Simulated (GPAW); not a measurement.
# Local fields in the sheet polarisability of CsH (honeycomb monolayer)

Aim: the sheet polarisability of CsH (honeycomb monolayer), with and without local fields.

Calculated with GPAW 26.7.0; LDA and many-body steps on it, plane waves.

### 1. Set-up

The cell holds 2 atoms: 1 Cs and 1 H. Its edges and angles: a = 4.908 Å, b = 4.908 Å, c = 11.400 Å, α = 90.0°, β = 90.0°, γ = 120.0°. Vacuum lies along c.

As a file:

```cif
data_structure
_symmetry_space_group_name_H-M 'P 1'
_symmetry_Int_Tables_number 1
_cell_length_a 4.9077
_cell_length_b 4.9077
_cell_length_c 11.4000
_cell_angle_alpha 90.000
_cell_angle_beta 90.000
_cell_angle_gamma 120.000
_cell_volume 237.79
loop_
_atom_site_label
_atom_site_type_symbol
_atom_site_fract_x
_atom_site_fract_y
_atom_site_fract_z
_atom_site_occupancy
Cs1 Cs 0.33333 0.66667 0.49946 1
H2 H 0.66667 0.33333 0.50054 1
```

The structure was relaxed with LDA. The runs that relaxed it are not among those shown. Spin-orbit coupling is left out unless a step names it.

### 2. Empty states on the mesh, 12×12×1 mesh, 316 bands

This step: GPAW 26.7.0; DFT, LDA, plane waves, PAW.

The sums over transitions need many empty states on a uniform mesh; this step solves for them.

run.py

```python
import json
import numpy as np
from gpaw.mpi import world
from gpaw import GPAW

calc = GPAW('gs.gpw').fixed_density(kpts={'size': (12, 12, 1), 'gamma': True},
    nbands=368,
    convergence={'bands': 316},
    txt='nscf.txt')
calc.write('full.gpw', mode='all')
res = {}
kpts = calc.get_ibz_k_points()
res['kpts'] = kpts
res['eigenvalues'] = [calc.get_eigenvalues(kpt=k) for k in range(len(kpts))]
res['n_electrons'] = calc.get_number_of_electrons()

if world.rank == 0:
    with open('result.json', 'w') as f:
        json.dump(res, f, default=lambda x: x.tolist())
```

The run is started by

```console
mpirun -n 4 gpaw python run.py
```

Numbers of over 12 decimals in the logs are rounded to 6 here.

The program printed:

```text
Diagonalizing LCAO Hamiltonian
Converting LCAO to pw mode
convergence criteria:
- Maximum integral of absolute [eigenst]ate change: 4e-08 eV^2 / valence electron
maximum number of iterations: 100

SCF iterations
|iter     |     time |      energy | eigst |  dens |
|iter:   1|  |             | +5.12 |       |
|iter:   2|  |             | +3.91 |       |
|iter:   3|  |             | +2.79 |       |
[...]
|iter:  17|  |             | -7.07 |       |
|iter:  18|  |             | -7.34 |       |
|iter:  19|  |             | -7.67c|       |
SCF steps: 19
  __  _  _
 | _ |_)|_||  |
 |__||  | ||/\| - 26.7.0

Input parameters:
  mode=PW(ecut=600.0),
  convergence={'bands': 316},
  gpts=array([28, 28, 70]),
  kpts=MonkhorstPack(size=(12, 12, 1), gamma=True),
  maxiter=100,
  nbands=368,
  occupations=Occupations(name='fermi-dirac', width=0.001, fixmagmom=False),
  parallel={},
  xc=XC(name='LDA')
# Writing to full.gpw (mode='all')
  [... matrices ...]

timing:  # [seconds]
  Total: 0.277  # ━━━━━━━━━━━━━━━━━━━━━━━━━━━━━━━━━━━━━━━━━━━━━━━━━━━━━━━━━━━
```

It took 13 min on 4 MPI ranks of Arm Neoverse V1, shared host; peak memory 2.3 GiB; 50 min of CPU time.

Numbers from this step:

| Quantity | Value |
| --- | --- |
| gap | 2.450 eV |
| k of the valence top | 0.3333, 0.3333, 0 |
| k of the conduction bottom | 0, 0, 0 |
| least direct gap | 3.238 eV |
| k points computed | 19 |
| lowest point of the top converged band, above the valence top | 67.5926 eV |

On this mesh the gap is 2.450 eV.

### 3. RPA response

The response function is computed on a frequency grid, with local fields up to the given cutoff.

This step: linear response, RPA, on LDA, plane waves, PAW.

run.py

```python
import json
import numpy as np
from gpaw.mpi import world
from gpaw.response.df import DielectricFunction

df = DielectricFunction('full.gpw',
    ecut=50,
    nbands=316,
    eta=0.2,
    frequencies={'type': 'nonlinear', 'domega0': 0.05, 'omega2': 10.0},
    intraband=False,
    truncation='2D',
    txt='df.txt')
res = {'optical': {}, 'eels': []}
for d in 'x':
    y0, y = df.get_polarizability(direction=d, xc='RPA', filename=None)
    res['optical'][d] = [y0.real, y0.imag, y.real, y.imag]
res['w'] = df.get_frequencies()
for q_c in [[0.0833333333, 0, 0], [0.25, 0, 0], [0.5, 0, 0], [0.75, 0, 0], [1.25, 0, 0]]:
    res['eels'].append(df.get_eels_spectrum(q_c=q_c, xc='RPA', filename=None))

if world.rank == 0:
    with open('result.json', 'w') as f:
        json.dump(res, f, default=lambda x: x.tolist())
```

The run is started by

```console
mpirun -n 4 gpaw python run.py
```

The program printed:

```text
Using integrator: PointIntegrator
NonLinearFrequencyDescriptor(from 0.000 to 92.610 eV, 384 points)
Nonperiodic BCs:  [False False  True]
Using integrator: PointIntegrator
NonLinearFrequencyDescriptor(from 0.000 to 92.610 eV, 384 points)
Nonperiodic BCs:  [False False  True]

Calculating chi0 body with:
    Ground state adapter containing:
    Number of spins: 1
    Number of kpoints: 144
    Number of irreducible kpoints: 19
    Number of completely occupied states: 5
    Number of partially occupied states: 5
    Occupied states memory: 4.18701171875 M / cpu

    Linear response parametrization:
    q_c: [0.0, 0.0, 0.0]
    Number of frequency points: 384
    Planewave cutoff: 50.0
    Number of bands: 316
    Number of planewaves: 187
    Broadening (eta): 0.2
    comm.size: 4
    kncomm.size: 4
    blockcomm.size: 1

    Memory estimate of potentially large arrays:
        chi0_wGG: 204.896484375 M / cpu
Integrating chi0 body.

Symmetries of q_c:
    Direct symmetries (Uq -> q): 6
    Indirect symmetries (TUq -> q): 6
In total 12 allowed symmetries.

  [... matrices ...]
19 groups of equivalent kpoints. 86.805556% reduction.

Integral kind: spectral function

Calculating chi0 optical extensions with:
    Ground state adapter containing:
    Number of spins: 1
    Number of kpoints: 144
    Number of irreducible kpoints: 19
    Number of completely occupied states: 5
    Number of partially occupied states: 5
    Occupied states memory: 4.18701171875 M / cpu

    Linear response parametrization:
    Number of frequency points: 384
    Planewave cutoff: 50.0
    Number of bands: 316
    Number of planewaves: 187
    Broadening (eta): 0.2
Integrating chi0 head and wings.

Symmetries of q_c:
    Direct symmetries (Uq -> q): 6
    Indirect symmetries (TUq -> q): 6
In total 12 allowed symmetries.

  [... matrices ...]
19 groups of equivalent kpoints. 86.805556% reduction.

Integral kind: spectral function wings

Calculating chi0 body with:
    Ground state adapter containing:
    Number of spins: 1
    Number of kpoints: 144
    Number of irreducible kpoints: 19
    Number of completely occupied states: 5
    Number of partially occupied states: 5
    Occupied states memory: 4.18701171875 M / cpu

    Linear response parametrization:
    q_c: [0.0833333333, 0.0, 0.0]
    Number of frequency points: 384
    Planewave cutoff: 50.0
    Number of bands: 316
    Number of planewaves: 183
    Broadening (eta): 0.2
    comm.size: 4
    kncomm.size: 4
    blockcomm.size: 1

    Memory estimate of potentially large arrays:
        chi0_wGG: 196.224609375 M / cpu
Integrating chi0 body.

Symmetries of q_c:
    Direct symmetries (Uq -> q): 2
    Indirect symmetries (TUq -> q): 0
In total 2 allowed symmetries.

  [... matrices ...]
78 groups of equivalent kpoints. 45.833333% reduction.

Integral kind: spectral function

[... 4 further calls ...]
```

It took 4 min on 4 MPI ranks; peak memory 3.8 GiB.

Numbers from this step:

```yaml
static_polarisability_of_the_sheet_a: 0.5307
the_same_without_local_fields: 0.6693
```

The static value is 0.53.

The Im polarisability of the sheet has structure finer than the step of the table below, so its rows give means over 1 eV, whole bins alone (the curve runs from 0 to 39.8 eV). Peaks (eV: height): xx, no local fields 3.4: 1.50, 4.4: 0.820, 6.4: 0.746, 12.0: 0.737, 14.2: 0.738; xx, local fields 3.4: 1.21, 4.4: 0.638, 6.8: 0.603, 7.8: 0.612, 12.2: 0.333.

RPA, broadening 0.2 eV. The Im polarisability of the sheet by photon energy; means over each step:

```
photon energy (eV)  xx, no local fields (Å)  xx, local fields (Å)
                 1                   0.0145                0.0111
                 2                   0.0576                0.0431
                 3                    0.716                 0.533
                 4                    0.704                 0.579
                 5                    0.332                 0.276
                 6                    0.492                 0.280
                 7                    0.549                 0.531
                 8                    0.450                 0.541
                 9                    0.185                 0.241
                10                    0.150                 0.172
                11                    0.296                 0.195
                12                    0.620                 0.295
                13                    0.458                 0.187
                14                    0.633                 0.184
                15                    0.443                 0.251
                16                    0.488                 0.187
                17                    0.339                 0.247
                18                    0.166                 0.258
                19                    0.112                 0.193
                20                   0.0863                 0.178
                21                   0.0668                 0.133
                22                   0.0693                 0.118
                23                   0.0558                 0.119
                24                   0.0410                 0.104
                25                   0.0365                0.0815
                26                   0.0316                0.0810
                27                   0.0248                0.0727
                28                   0.0201                0.0540
                29                   0.0205                0.0518
                30                   0.0186                0.0470
                31                   0.0163                0.0428
                32                   0.0142                0.0393
                33                   0.0127                0.0351
                34                   0.0100                0.0306
                35                  0.00944                0.0272
                36                  0.00794                0.0230
                37                  0.00696                0.0198
                38                  0.00660                0.0176
                39                  0.00553                0.0136
```

### 4. RPA response, local-field cutoff (12×12×1 mesh, 316 bands, screening to 5 eV, broadening 0.2 eV)

run.py, as its differences from that of step 3:

```diff
@@ -6,3 +6,3 @@
 df = DielectricFunction('full.gpw',
-    ecut=50,
+    ecut=5,
     nbands=316,
@@ -18,3 +18,3 @@
 res['w'] = df.get_frequencies()
-for q_c in [[0.0833333333, 0, 0], [0.25, 0, 0], [0.5, 0, 0], [0.75, 0, 0], [1.25, 0, 0]]:
+for q_c in [[0.5, 0, 0]]:
     res['eels'].append(df.get_eels_spectrum(q_c=q_c, xc='RPA', filename=None))
```

The run is started by

```console
mpirun -n 4 gpaw python run.py
```

The program printed:

```text
Using integrator: PointIntegrator
NonLinearFrequencyDescriptor(from 0.000 to 92.610 eV, 384 points)
Nonperiodic BCs:  [False False  True]
Using integrator: PointIntegrator
NonLinearFrequencyDescriptor(from 0.000 to 92.610 eV, 384 points)
Nonperiodic BCs:  [False False  True]

Calculating chi0 body with:
    Ground state adapter containing:
    Number of spins: 1
    Number of kpoints: 144
    Number of irreducible kpoints: 19
    Number of completely occupied states: 5
    Number of partially occupied states: 5
    Occupied states memory: 4.18701171875 M / cpu

    Linear response parametrization:
    q_c: [0.0, 0.0, 0.0]
    Number of frequency points: 384
    Planewave cutoff: 5.0
    Number of bands: 316
    Number of planewaves: 5
    Broadening (eta): 0.2
    comm.size: 4
    kncomm.size: 4
    blockcomm.size: 1

    Memory estimate of potentially large arrays:
        chi0_wGG: 0.146484375 M / cpu
Integrating chi0 body.

Symmetries of q_c:
    Direct symmetries (Uq -> q): 6
    Indirect symmetries (TUq -> q): 6
In total 12 allowed symmetries.

  [... matrices ...]
19 groups of equivalent kpoints. 86.805556% reduction.

Integral kind: spectral function

Calculating chi0 optical extensions with:
    Ground state adapter containing:
    Number of spins: 1
    Number of kpoints: 144
    Number of irreducible kpoints: 19
    Number of completely occupied states: 5
    Number of partially occupied states: 5
    Occupied states memory: 4.18701171875 M / cpu

    Linear response parametrization:
    Number of frequency points: 384
    Planewave cutoff: 5.0
    Number of bands: 316
    Number of planewaves: 5
    Broadening (eta): 0.2
Integrating chi0 head and wings.

Symmetries of q_c:
    Direct symmetries (Uq -> q): 6
    Indirect symmetries (TUq -> q): 6
In total 12 allowed symmetries.

  [... matrices ...]
19 groups of equivalent kpoints. 86.805556% reduction.

Integral kind: spectral function wings

Calculating chi0 body with:
    Ground state adapter containing:
    Number of spins: 1
    Number of kpoints: 144
    Number of irreducible kpoints: 19
    Number of completely occupied states: 5
    Number of partially occupied states: 5
    Occupied states memory: 4.18701171875 M / cpu

    Linear response parametrization:
    q_c: [0.5, 0.0, 0.0]
    Number of frequency points: 384
    Planewave cutoff: 5.0
    Number of bands: 316
    Number of planewaves: 6
    Broadening (eta): 0.2
    comm.size: 4
    kncomm.size: 4
    blockcomm.size: 1

    Memory estimate of potentially large arrays:
        chi0_wGG: 0.2109375 M / cpu
Integrating chi0 body.

Symmetries of q_c:
    Direct symmetries (Uq -> q): 2
    Indirect symmetries (TUq -> q): 2
In total 4 allowed symmetries.

  [... matrices ...]
43 groups of equivalent kpoints. 70.138889% reduction.

Integral kind: spectral function
```

The job ended after 47 s (4 MPI ranks; peak memory 2 GiB).

Numbers from this step:

```
static polarisability of the sheet (Å) : 0.6693
the same without local fields          : 0.6693
```

The static value is 0.67.

### 5. RPA response, fewer bands (12×12×1 mesh, 10 bands, screening to 50 eV, broadening 0.2 eV)

run.py, as its differences from that of step 4:

```diff
@@ -6,4 +6,4 @@
 df = DielectricFunction('full.gpw',
-    ecut=5,
-    nbands=316,
+    ecut=50,
+    nbands=10,
     eta=0.2,
@@ -18,3 +18,3 @@
 res['w'] = df.get_frequencies()
-for q_c in [[0.5, 0, 0]]:
+for q_c in []:
     res['eels'].append(df.get_eels_spectrum(q_c=q_c, xc='RPA', filename=None))
```

The run is started by

```console
mpirun -n 4 gpaw python run.py
```

The program printed:

```text
Using integrator: PointIntegrator
NonLinearFrequencyDescriptor(from 0.000 to 27.020 eV, 256 points)
Nonperiodic BCs:  [False False  True]
Using integrator: PointIntegrator
NonLinearFrequencyDescriptor(from 0.000 to 27.020 eV, 256 points)
Nonperiodic BCs:  [False False  True]

Calculating chi0 body with:
    Ground state adapter containing:
    Number of spins: 1
    Number of kpoints: 144
    Number of irreducible kpoints: 19
    Number of completely occupied states: 5
    Number of partially occupied states: 5
    Occupied states memory: 4.18701171875 M / cpu

    Linear response parametrization:
    q_c: [0.0, 0.0, 0.0]
    Number of frequency points: 256
    Planewave cutoff: 50.0
    Number of bands: 10
    Number of planewaves: 187
    Broadening (eta): 0.2
    comm.size: 4
    kncomm.size: 4
    blockcomm.size: 1

    Memory estimate of potentially large arrays:
        chi0_wGG: 136.59765625 M / cpu
Integrating chi0 body.

Symmetries of q_c:
    Direct symmetries (Uq -> q): 6
    Indirect symmetries (TUq -> q): 6
In total 12 allowed symmetries.

  [... matrices ...]
19 groups of equivalent kpoints. 86.805556% reduction.

Integral kind: spectral function

Calculating chi0 optical extensions with:
    Ground state adapter containing:
    Number of spins: 1
    Number of kpoints: 144
    Number of irreducible kpoints: 19
    Number of completely occupied states: 5
    Number of partially occupied states: 5
    Occupied states memory: 4.18701171875 M / cpu

    Linear response parametrization:
    Number of frequency points: 256
    Planewave cutoff: 50.0
    Number of bands: 10
    Number of planewaves: 187
    Broadening (eta): 0.2
Integrating chi0 head and wings.

Symmetries of q_c:
    Direct symmetries (Uq -> q): 6
    Indirect symmetries (TUq -> q): 6
In total 12 allowed symmetries.

  [... matrices ...]
19 groups of equivalent kpoints. 86.805556% reduction.

Integral kind: spectral function wings
```

Wall time 6.2 s (4 MPI ranks); peak memory 2 GiB.

Numbers from this step:

```
static polarisability of the sheet (Å) : 0.3765
the same without local fields          : 0.4216
```

(Continued in part 2 of 2.)

[Paths, hosts, dates, memory and timing lines, banners, echoed tables and standing remarks are left out of the program output.]

[Logs are printed without paths, hosts, clocks, repeated set-up lines and the standing remarks that a program may print on its own settings, such as how far it seeks lower states.]

[Runs of the session that timed out or met a known fault of the program may be left out.]

[Hosts, paths, dates, database ids (printed as entryN), source tags and the programs' standing remarks are cut or masked in the printed files.]
